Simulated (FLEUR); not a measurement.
# FePt (Tetraferroplatinum): orders along a scan of the volume

Aim: follow the moments and order energies of FePt (Tetraferroplatinum) as the volume changes.

Main program and level: FLEUR MaX-R8.1; LDA (VWN); all-electron FLAPW, Dirac cores, scalar-relativistic bands.

Report form: the programs' logs are mostly left out.

### Step 1. Set-up

The structure is tetragonal, space group P4/mmm (No. 123). Conventional cell: a = 2.724 Å, b = 2.724 Å, c = 3.720 Å, α = 90.00°, β = 90.00°, γ = 90.00°. Fe has 8 Pt at 2.68 Å and 4 Fe at 2.72 Å nearest. Nearest to Pt lie 8 Fe at 2.68 Å and 4 Pt at 2.72 Å. Farther neighbours are not listed.

### Step 2. Factor 1, start ferro +

The scan starts at the cell as given.

All lengths change alike; the factor is that of the volume. Atoms keep their fractional places. Spheres, Kmax and the mesh are the same at all points, the spheres being those of the tightest cell. inpgen writes inp.xml from crystal.txt; cutoffs, mixing, functional, smearing and local orbitals are then set in the file. The k list default-1 (kpts.xml, not shown) is a Γ-centred 10×10×10 mesh; where the ranks do not divide the number of points, some are split in two of half the weight.

File inp.xml:

```
<?xml version="1.0" encoding="UTF-8" standalone="no"?>
<fleurInput fleurInputVersion="0.39">
   <comment>
      FePt
   </comment>
   <calculationSetup>
      <cutoffs Kmax="3.6" Gmax="10.8" GmaxXC="10.8" numbands="0"/>
      <scfLoop itmax="110" minDistance="0.00002" maxIterBroyd="15" imix="Anderson" alpha="0.05" precondParam="0.0" spinf="2.0" sdNocoIR="T"/>
      <coreElectrons ctail="T" frcor="F" kcrel="0" coretail_lmax="0"/>
      <xcFunctional name="vwn" relativisticCorrections="F"/>
      <magnetism jspins="2"/>
      <soc l_soc="F" theta="0.0" phi="0.0" spav="F"/>
      <expertModes spex="0" secvar="F"/>
      <geometryOptimization l_f="F" forcealpha="1.0" forcemix="BFGS" epsdisp="0.00001" epsforce="0.00001"/>
      <ldaU l_linMix="F" mixParam="0.05" spinf="1.0"/>
   </calculationSetup>
   <cell>
      <bzIntegration valenceElectrons="32.0" mode="hist" fermiSmearingEnergy="0.00183747">
         <kPointListSelection listName="default-1"/>
         <xi:include xmlns:xi="http://www.w3.org/2001/XInclude" href="kpts.xml"> </xi:include>
      </bzIntegration>
      <xi:include xmlns:xi="http://www.w3.org/2001/XInclude" href="sym.xml"> </xi:include>
      <bulkLattice scale="1.0">
         <bravaisMatrix>
            <row-1>    5.1466691003480998     0.0000000000000000     0.0000000000000000</row-1>
            <row-2>    0.0000000000000000     5.1466691003480998     0.0000000000000000</row-2>
            <row-3>    0.0000000000000000     0.0000000000000000     7.0297811835120001</row-3>
         </bravaisMatrix>
      </bulkLattice>
   </cell>
   <atomSpecies>
      <species name="Iron (Fe) 2.800" element="Fe" atomicNumber="26">
         <mtSphere radius="2.36" gridPoints="781" logIncrement="0.016"/>
         <atomicCutoffs lmax="8" lnonsphr="6"/>
         <electronConfig flipSpins="F">
            <coreConfig>(1s1/2) (2s1/2) (2p1/2) (2p3/2)</coreConfig>
            <valenceConfig>(3s1/2) (3p1/2) (3p3/2) (4s1/2) (3d3/2) (3d5/2)</valenceConfig>
            <stateOccupation state="(3d3/2)" spinUp="1.4" spinDown="1.0"/>
            <stateOccupation state="(3d5/2)" spinUp="3.0" spinDown="0.6"/>
         </electronConfig>
         <energyParameters s="4" p="4" d="3" f="4"/>
         <lo type="SCLO" l="0" n="3" eDeriv="0"/>
         <lo type="SCLO" l="1" n="3" eDeriv="0"/>
      </species>
      <species name="Platinum (Pt)" element="Pt" atomicNumber="78">
         <mtSphere radius="2.36" gridPoints="781" logIncrement="0.017"/>
         <atomicCutoffs lmax="8" lnonsphr="6"/>
         <electronConfig flipSpins="F">
            <coreConfig>(1s1/2) (2s1/2) (2p1/2) (2p3/2) (3s1/2) (3p1/2) (3p3/2) (4s1/2) (3d3/2) (3d5/2) (4p1/2) (4p3/2) (5s1/2) (4d3/2) (4d5/2) (4f5/2) (4f7/2)</coreConfig>
            <valenceConfig>(5p1/2) (5p3/2) (6s1/2) (5d3/2) (5d5/2)</valenceConfig>
            <stateOccupation state="(6s1/2)" spinUp="0.500000" spinDown="0.500000"/>
            <stateOccupation state="(5d3/2)" spinUp="1.800000" spinDown="1.800000"/>
            <stateOccupation state="(5d5/2)" spinUp="2.700000" spinDown="2.700000"/>
         </electronConfig>
         <energyParameters s="6" p="6" d="5" f="5"/>
         <lo type="SCLO" l="1" n="5" eDeriv="0"/>
      </species>
   </atomSpecies>
   <atomGroups>
      <atomGroup species="Iron (Fe) 2.800">
         <relPos label="                   1">.0000000000 .0000000000 .0000000000</relPos>
         <force calculate="T" relaxXYZ="TTT"/>
      </atomGroup>
      <atomGroup species="Platinum (Pt)">
         <relPos label="                   2">1.000/2.000 1.000/2.000 1.000/2.000</relPos>
         <force calculate="T" relaxXYZ="TTT"/>
      </atomGroup>
   </atomGroups>
   <output dos="F" band="F" slice="F">
      <bandDOS minEnergy="-.5*Htr" maxEnergy="0.5*Htr" sigma="0.015" storeEVData="T"/>
      <plotting iplot="0" polar="F">
         <plot TwoD="T" vec1="  1.0  0.0  0.0" vec2="  0.0  1.0  0.0" vec3="  0.0  0.0  1.0" zero="  0.0  0.0  0.0" file="plot"/>
      </plotting>
      <moessbauerParams electricFieldGradient="F" isomerShift="F" coreHyperfine="F" valenceHyperfine="F"/>
   </output>
</fleurInput>
```

File crystal.txt:

```
FePt
&input film=F cartesian=F /
2.72350000000  0.00000000000  0.00000000000
0.00000000000  2.72350000000  0.00000000000
0.00000000000  0.00000000000  3.72000000000
1.8897261246
1.0 1.0 1.0

2
26 0.00000000000  0.00000000000  0.00000000000 : 2.800
78 0.50000000000  0.50000000000  0.50000000000

&kpt div1=10 div2=10 div3=10 gamma=T /
```

Run with:

```console
OMP_NUM_THREADS=1 inpgen -f crystal.txt > inpgen.log  # inp.xml is then edited as shown
OMP_NUM_THREADS=1 mpirun -n 4 fleur_MPI > fleur.log
```

Wall time 20 s (4 MPI ranks of Arm Neoverse V1, shared host); peak memory 0.19 GiB; 79 s of CPU time.

This step gave:

```yaml
free_energy: -536257.0867 eV
program_s_band_gap_on_this_mesh_in_a_metal_only_a_level_spacing: 0.003795 eV
magnetization: 3.278 μB
final_state: ferromagnetic
largest_moment: 2.908 μB
```

After 23 cycles the largest moment stands at 2.91 μB.

### Step 3. Factor 1, start antiferro q=(0,1/2,0) +-

The k list default-1 (kpts.xml, not shown) is a Γ-centred 10×5×10 mesh.

inp.xml: that of step 2 with these lines changed.

```diff
@@ -17,3 +17,3 @@
    <cell>
-      <bzIntegration valenceElectrons="32.0" mode="hist" fermiSmearingEnergy="0.00183747">
+      <bzIntegration valenceElectrons="64.0" mode="hist" fermiSmearingEnergy="0.00183747">
          <kPointListSelection listName="default-1"/>
@@ -25,3 +25,3 @@
             <row-1>    5.1466691003480998     0.0000000000000000     0.0000000000000000</row-1>
-            <row-2>    0.0000000000000000     5.1466691003480998     0.0000000000000000</row-2>
+            <row-2>    0.0000000000000000    10.2933382006961995     0.0000000000000000</row-2>
             <row-3>    0.0000000000000000     0.0000000000000000     7.0297811835120001</row-3>
@@ -39,2 +39,15 @@
             <stateOccupation state="(3d5/2)" spinUp="3.0" spinDown="0.6"/>
+         </electronConfig>
+         <energyParameters s="4" p="4" d="3" f="4"/>
+         <lo type="SCLO" l="0" n="3" eDeriv="0"/>
+         <lo type="SCLO" l="1" n="3" eDeriv="0"/>
+      </species>
+      <species name="Iron (Fe) -2.800" element="Fe" atomicNumber="26">
+         <mtSphere radius="2.36" gridPoints="781" logIncrement="0.016"/>
+         <atomicCutoffs lmax="8" lnonsphr="6"/>
+         <electronConfig flipSpins="F">
+            <coreConfig>(1s1/2) (2s1/2) (2p1/2) (2p3/2)</coreConfig>
+            <valenceConfig>(3s1/2) (3p1/2) (3p3/2) (4s1/2) (3d3/2) (3d5/2)</valenceConfig>
+            <stateOccupation state="(3d3/2)" spinUp="1.0" spinDown="1.4"/>
+            <stateOccupation state="(3d5/2)" spinUp="0.6" spinDown="3.0"/>
          </electronConfig>
@@ -63,4 +76,9 @@
       </atomGroup>
+      <atomGroup species="Iron (Fe) -2.800">
+         <relPos label="                   2">.0000000000 1.000/2.000 .0000000000</relPos>
+         <force calculate="T" relaxXYZ="TTT"/>
+      </atomGroup>
       <atomGroup species="Platinum (Pt)">
-         <relPos label="                   2">1.000/2.000 1.000/2.000 1.000/2.000</relPos>
+         <relPos label="                   3">1.000/2.000 1.000/4.000 1.000/2.000</relPos>
+         <relPos label="                   4">1.000/2.000 -1.000/4.000 1.000/2.000</relPos>
          <force calculate="T" relaxXYZ="TTT"/>
```

File crystal.txt:

```
FePt
&input film=F cartesian=F /
2.72350000000  0.00000000000  0.00000000000
0.00000000000  5.44700000000  0.00000000000
0.00000000000  0.00000000000  3.72000000000
1.8897261246
1.0 1.0 1.0

4
26 0.00000000000  0.00000000000  0.00000000000 : 2.800
26 0.00000000000  0.50000000000  0.00000000000 : -2.800
78 0.50000000000  0.25000000000  0.50000000000
78 0.50000000000  0.75000000000  0.50000000000

&kpt div1=10 div2=5 div3=10 gamma=T /
```

Elapsed: 75 s, on 4 MPI ranks; peak memory 0.28 GiB; 5 min of CPU time.

Spin moment in the muffin-tin sphere by atom:

```
atom  spin moment in the muffin-tin sphere (μB)
 Fe1                                       2.81
 Fe2                                      -2.81
 Pt3                                       0.00
 Pt4                                       0.00
```

This step gave:

| Quantity | Value |
| --- | --- |
| free energy | -1072514.1667 eV |
| program's band gap on this mesh (in a metal only a level spacing) | 0.008085 eV |
| magnetization | 0 μB |
| final state | antiferromagnetic |

After 25 cycles the largest moment stands at 2.81 μB.

### Step 4. Factor 1, start no spin polarisation

The k list default-1 (kpts.xml, not shown) is a Γ-centred 10×10×10 mesh.

inp.xml: that of step 3 with these lines changed.

```diff
@@ -10,3 +10,3 @@
       <xcFunctional name="vwn" relativisticCorrections="F"/>
-      <magnetism jspins="2"/>
+      <magnetism jspins="1"/>
       <soc l_soc="F" theta="0.0" phi="0.0" spav="F"/>
@@ -17,3 +17,3 @@
    <cell>
-      <bzIntegration valenceElectrons="64.0" mode="hist" fermiSmearingEnergy="0.00183747">
+      <bzIntegration valenceElectrons="32.0" mode="hist" fermiSmearingEnergy="0.00183747">
          <kPointListSelection listName="default-1"/>
@@ -25,3 +25,3 @@
             <row-1>    5.1466691003480998     0.0000000000000000     0.0000000000000000</row-1>
-            <row-2>    0.0000000000000000    10.2933382006961995     0.0000000000000000</row-2>
+            <row-2>    0.0000000000000000     5.1466691003480998     0.0000000000000000</row-2>
             <row-3>    0.0000000000000000     0.0000000000000000     7.0297811835120001</row-3>
@@ -31,3 +31,3 @@
    <atomSpecies>
-      <species name="Iron (Fe) 2.800" element="Fe" atomicNumber="26">
+      <species name="Iron (Fe)" element="Fe" atomicNumber="26">
          <mtSphere radius="2.36" gridPoints="781" logIncrement="0.016"/>
@@ -37,17 +37,4 @@
             <valenceConfig>(3s1/2) (3p1/2) (3p3/2) (4s1/2) (3d3/2) (3d5/2)</valenceConfig>
-            <stateOccupation state="(3d3/2)" spinUp="1.4" spinDown="1.0"/>
-            <stateOccupation state="(3d5/2)" spinUp="3.0" spinDown="0.6"/>
-         </electronConfig>
-         <energyParameters s="4" p="4" d="3" f="4"/>
-         <lo type="SCLO" l="0" n="3" eDeriv="0"/>
-         <lo type="SCLO" l="1" n="3" eDeriv="0"/>
-      </species>
-      <species name="Iron (Fe) -2.800" element="Fe" atomicNumber="26">
-         <mtSphere radius="2.36" gridPoints="781" logIncrement="0.016"/>
-         <atomicCutoffs lmax="8" lnonsphr="6"/>
-         <electronConfig flipSpins="F">
-            <coreConfig>(1s1/2) (2s1/2) (2p1/2) (2p3/2)</coreConfig>
-            <valenceConfig>(3s1/2) (3p1/2) (3p3/2) (4s1/2) (3d3/2) (3d5/2)</valenceConfig>
-            <stateOccupation state="(3d3/2)" spinUp="1.0" spinDown="1.4"/>
-            <stateOccupation state="(3d5/2)" spinUp="0.6" spinDown="3.0"/>
+            <stateOccupation state="(3d3/2)" spinUp="1.200000" spinDown="1.200000"/>
+            <stateOccupation state="(3d5/2)" spinUp="1.800000" spinDown="1.800000"/>
          </electronConfig>
@@ -72,3 +59,3 @@
    <atomGroups>
-      <atomGroup species="Iron (Fe) 2.800">
+      <atomGroup species="Iron (Fe)">
          <relPos label="                   1">.0000000000 .0000000000 .0000000000</relPos>
@@ -76,9 +63,4 @@
       </atomGroup>
-      <atomGroup species="Iron (Fe) -2.800">
-         <relPos label="                   2">.0000000000 1.000/2.000 .0000000000</relPos>
-         <force calculate="T" relaxXYZ="TTT"/>
-      </atomGroup>
       <atomGroup species="Platinum (Pt)">
-         <relPos label="                   3">1.000/2.000 1.000/4.000 1.000/2.000</relPos>
-         <relPos label="                   4">1.000/2.000 -1.000/4.000 1.000/2.000</relPos>
+         <relPos label="                   2">1.000/2.000 1.000/2.000 1.000/2.000</relPos>
          <force calculate="T" relaxXYZ="TTT"/>
```

File crystal.txt:

```
FePt
&input film=F cartesian=F /
2.72350000000  0.00000000000  0.00000000000
0.00000000000  2.72350000000  0.00000000000
0.00000000000  0.00000000000  3.72000000000
1.8897261246
1.0 1.0 1.0

2
26 0.00000000000  0.00000000000  0.00000000000
78 0.50000000000  0.50000000000  0.50000000000

&kpt div1=10 div2=10 div3=10 gamma=T /
```

The job ended after 9.5 s (4 MPI ranks; peak memory 0.16 GiB).

Numbers from this step:

```yaml
free_energy: -536256.5315 eV
program_s_band_gap_on_this_mesh_in_a_metal_only_a_level_spacing: 0.003586 eV
final_state: non-magnetic (no spin polarisation)
```

### Step 5. Factor 1.12, start ferro +

The farthest finished point is shown in full.

inp.xml: that of step 4 with these lines changed.

```diff
@@ -10,3 +10,3 @@
       <xcFunctional name="vwn" relativisticCorrections="F"/>
-      <magnetism jspins="1"/>
+      <magnetism jspins="2"/>
       <soc l_soc="F" theta="0.0" phi="0.0" spav="F"/>
@@ -24,5 +24,5 @@
          <bravaisMatrix>
-            <row-1>    5.1466691003480998     0.0000000000000000     0.0000000000000000</row-1>
-            <row-2>    0.0000000000000000     5.1466691003480998     0.0000000000000000</row-2>
-            <row-3>    0.0000000000000000     0.0000000000000000     7.0297811835120001</row-3>
+            <row-1>    5.3448097895883810     0.0000000000000000     0.0000000000000000</row-1>
+            <row-2>    0.0000000000000000     5.3448097895883810     0.0000000000000000</row-2>
+            <row-3>    0.0000000000000000     0.0000000000000000     7.3004194665810314</row-3>
          </bravaisMatrix>
@@ -31,3 +31,3 @@
    <atomSpecies>
-      <species name="Iron (Fe)" element="Fe" atomicNumber="26">
+      <species name="Iron (Fe) 2.800" element="Fe" atomicNumber="26">
          <mtSphere radius="2.36" gridPoints="781" logIncrement="0.016"/>
@@ -37,4 +37,4 @@
             <valenceConfig>(3s1/2) (3p1/2) (3p3/2) (4s1/2) (3d3/2) (3d5/2)</valenceConfig>
-            <stateOccupation state="(3d3/2)" spinUp="1.200000" spinDown="1.200000"/>
-            <stateOccupation state="(3d5/2)" spinUp="1.800000" spinDown="1.800000"/>
+            <stateOccupation state="(3d3/2)" spinUp="1.4" spinDown="1.0"/>
+            <stateOccupation state="(3d5/2)" spinUp="3.0" spinDown="0.6"/>
          </electronConfig>
@@ -59,3 +59,3 @@
    <atomGroups>
-      <atomGroup species="Iron (Fe)">
+      <atomGroup species="Iron (Fe) 2.800">
          <relPos label="                   1">.0000000000 .0000000000 .0000000000</relPos>
```

File crystal.txt:

```
FePt
&input film=F cartesian=F /
2.82835153730  0.00000000000  0.00000000000
0.00000000000  2.82835153730  0.00000000000
0.00000000000  0.00000000000  3.86321561180
1.8897261246
1.0 1.0 1.0

2
26 0.00000000000  0.00000000000  0.00000000000 : 2.800
78 0.50000000000  0.50000000000  0.50000000000

&kpt div1=10 div2=10 div3=10 gamma=T /
```

The job ended after 24 s (4 MPI ranks; peak memory 0.19 GiB; 96 s of CPU time).

Spin moment in the muffin-tin sphere by atom:

```
atom  spin moment in the muffin-tin sphere (μB)
 Fe1                                       3.08
 Pt2                                       0.39
```

Numbers from this step:

- free energy: -536256.6506 eV
- program's band gap on this mesh (in a metal only a level spacing): 0.005130 eV
- magnetization: 3.432 μB
- final state: ferromagnetic

After 24 cycles the largest moment stands at 3.08 μB.

[end of part 1 of 2]

[Logs and program files are shortened in this print: banners, set-up blocks, solver, clock and traceback lines can be left out without a mark of their own.]

[Logs are printed without paths, hosts, clocks, repeated set-up lines and the standing remarks that a program may print on its own settings, such as how far it seeks lower states.]

[Hosts, paths, dates, database ids (printed as entryN), source tags and the programs' standing remarks are cut or masked in the printed files.]

[Where a cell is said to come from a database of computed structures, the database is the Materials Project.]
